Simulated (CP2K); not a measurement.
Carboxyketene has these distinct C atoms: C2 (bonded to C and O), C3 (bonded to 2 C and H) and C4 (bonded to C and 2 O).

```xyz
8

O     2.7991    0.6095   -0.0707
C     1.7540    0.0926   -0.0450
C     0.5683   -0.5090   -0.0132
C    -0.6537    0.2938    0.0159
O    -0.7223    1.5155    0.0200
O    -1.7664   -0.5137    0.0385
H     0.5440   -1.5967   -0.0092
H    -2.5229    0.1080    0.0639
```

Their partial C K spectra (CP2K XAS_TDP, all-electron GAPW, PBEh(45%), aug-cc-pVDZ, TDA, GW2X-corrected core level, no relativity) are given in random order, each times the number of alike atoms.

Gaussian full width 0.5 eV, oscillator strength per eV, alike atoms added, rows of zeros left out:

| E (eV) | curve 1 | curve 2 | curve 3 |
| --- | --- | --- | --- |
| 287.75 | 0.000 | 0.001 | 0.000 |
| 288.00 | 0.000 | 0.001 | 0.000 |
| 288.25 | 0.000 | 0.004 | 0.000 |
| 288.50 | 0.000 | 0.018 | 0.000 |
| 288.75 | 0.002 | 0.023 | 0.000 |
| 289.00 | 0.035 | 0.008 | 0.000 |
| 289.25 | 0.122 | 0.001 | 0.000 |
| 289.50 | 0.110 | 0.000 | 0.000 |
| 289.75 | 0.025 | 0.000 | 0.000 |
| 290.00 | 0.001 | 0.000 | 0.007 |
| 290.25 | 0.000 | 0.000 | 0.061 |
| 290.50 | 0.000 | 0.004 | 0.133 |
| 290.75 | 0.000 | 0.012 | 0.074 |
| 291.00 | 0.003 | 0.036 | 0.010 |
| 291.25 | 0.039 | 0.061 | 0.000 |
| 291.50 | 0.117 | 0.040 | 0.000 |
| 291.75 | 0.090 | 0.040 | 0.000 |
| 292.00 | 0.018 | 0.037 | 0.000 |
| 292.25 | 0.001 | 0.015 | 0.000 |
| 292.50 | 0.000 | 0.010 | 0.001 |
| 292.75 | 0.000 | 0.006 | 0.006 |
| 293.00 | 0.000 | 0.005 | 0.016 |
| 293.25 | 0.000 | 0.017 | 0.011 |
| 293.50 | 0.000 | 0.025 | 0.002 |
| 293.75 | 0.000 | 0.016 | 0.000 |
| 294.00 | 0.000 | 0.013 | 0.000 |
| 294.25 | 0.000 | 0.024 | 0.000 |
| 294.50 | 0.000 | 0.023 | 0.000 |
| 294.75 | 0.000 | 0.013 | 0.003 |
| 295.00 | 0.000 | 0.018 | 0.005 |
| 295.25 | 0.001 | 0.016 | 0.002 |
| 295.50 | 0.000 | 0.005 | 0.003 |
| 295.75 | 0.000 | 0.002 | 0.011 |
| 296.00 | 0.000 | 0.005 | 0.021 |
| 296.25 | 0.000 | 0.008 | 0.019 |
| 296.50 | 0.001 | 0.020 | 0.021 |
| 296.75 | 0.008 | 0.029 | 0.034 |
| 297.00 | 0.014 | 0.018 | 0.038 |
| 297.25 | 0.007 | 0.005 | 0.020 |
| 297.50 | 0.003 | 0.004 | 0.006 |
| 297.75 | 0.005 | 0.013 | 0.008 |
| 298.00 | 0.003 | 0.024 | 0.016 |
| 298.25 | 0.003 | 0.021 | 0.033 |
| 298.50 | 0.004 | 0.019 | 0.033 |

**Question.** Which curve belongs to which atom?

Curve 1: C2 (bonded to C and O), leading line at 289.36 eV (f = 0.074 an atom), ionisation energy 297.76 eV, term value 8.40 eV. Curve 2: C3 (bonded to 2 C and H), leading line at 288.67 eV (f = 0.013 an atom), ionisation energy 293.07 eV, term value 4.40 eV. Curve 3: C4 (bonded to C and 2 O), leading line at 290.52 eV (f = 0.071 an atom), ionisation energy 297.06 eV, term value 6.54 eV. The leading line of an atom is its first one with 35 % of the strongest within 2.5 eV of its lowest line over the strength cut. A line lies at the core ionisation energy, which rises as an atom loses charge to its neighbours or to a π system, less the term value, which is large for a low π* or σ* orbital with weight on that atom.

[Banner, clock and machine lines of the logs are left out without a mark of their own.]

[Logs are printed without paths, hosts, clocks, repeated set-up lines and the standing remarks that a program may print on its own settings, such as how far it seeks lower states.]

[Hosts, paths, dates, database ids (printed as entryN), source tags and the programs' standing remarks are cut or masked in the printed files.]
